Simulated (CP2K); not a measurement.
Consider formate at its PBE geometry (Å).

```xyz
4

O     1.2350   -0.3109   -0.0016
C     0.0034   -0.0161   -0.0001
O    -1.0091   -0.7772   -0.0016
H    -0.2294    1.1041    0.0034
```

Method: CP2K XAS_TDP, all-electron GAPW, PBEh(45%), aug-cc-pVTZ, TDA, no relativity.

Predict the bright core excitations at the O K edge.

Leading lines: O1 527.50 eV and O3 527.50 eV. The leading line of an atom is its first one with 35 % of the strongest within 2.5 eV of its lowest line over the strength cut. 

The first six lines of each atom with a strength over 0.0015:

```csv
atom,energy (eV),states,"strength, one atom"
O1 (bonded to C),527.50,1,0.0320
,528.92,1,0.0030
,530.93,1,0.0067
,531.28,1,0.0038
,531.92,1,0.0044
,532.73,1,0.0024
O3 (bonded to C),527.50,1,0.0320
,528.92,1,0.0030
,530.93,1,0.0067
,531.28,1,0.0038
,531.92,1,0.0044
,532.73,1,0.0024
```

Lines are vertical, at one geometry, with no vibrational structure. Without a correction of the core level, line positions, and the gaps between valence and Rydberg lines, follow the share of exact exchange. At this level such K lines come out 3 to 6 eV under measured ones. These values hold no scalar relativity, about 0.4 eV for O 1s. Rydberg lines, and the discretised continuum above threshold, depend on the basis and the box. The ion (charge -1) is isolated, with no counter-ion or solvent. In an isolated anion many lines lie above the ionisation threshold and are held only by the finite basis.

[Banner, clock and machine lines of the logs are left out without a mark of their own.]

[Logs are printed without paths, hosts, clocks, repeated set-up lines and the standing remarks that a program may print on its own settings, such as how far it seeks lower states.]

[Hosts, paths, dates, database ids (printed as entryN), source tags and the programs' standing remarks are cut or masked in the printed files.]
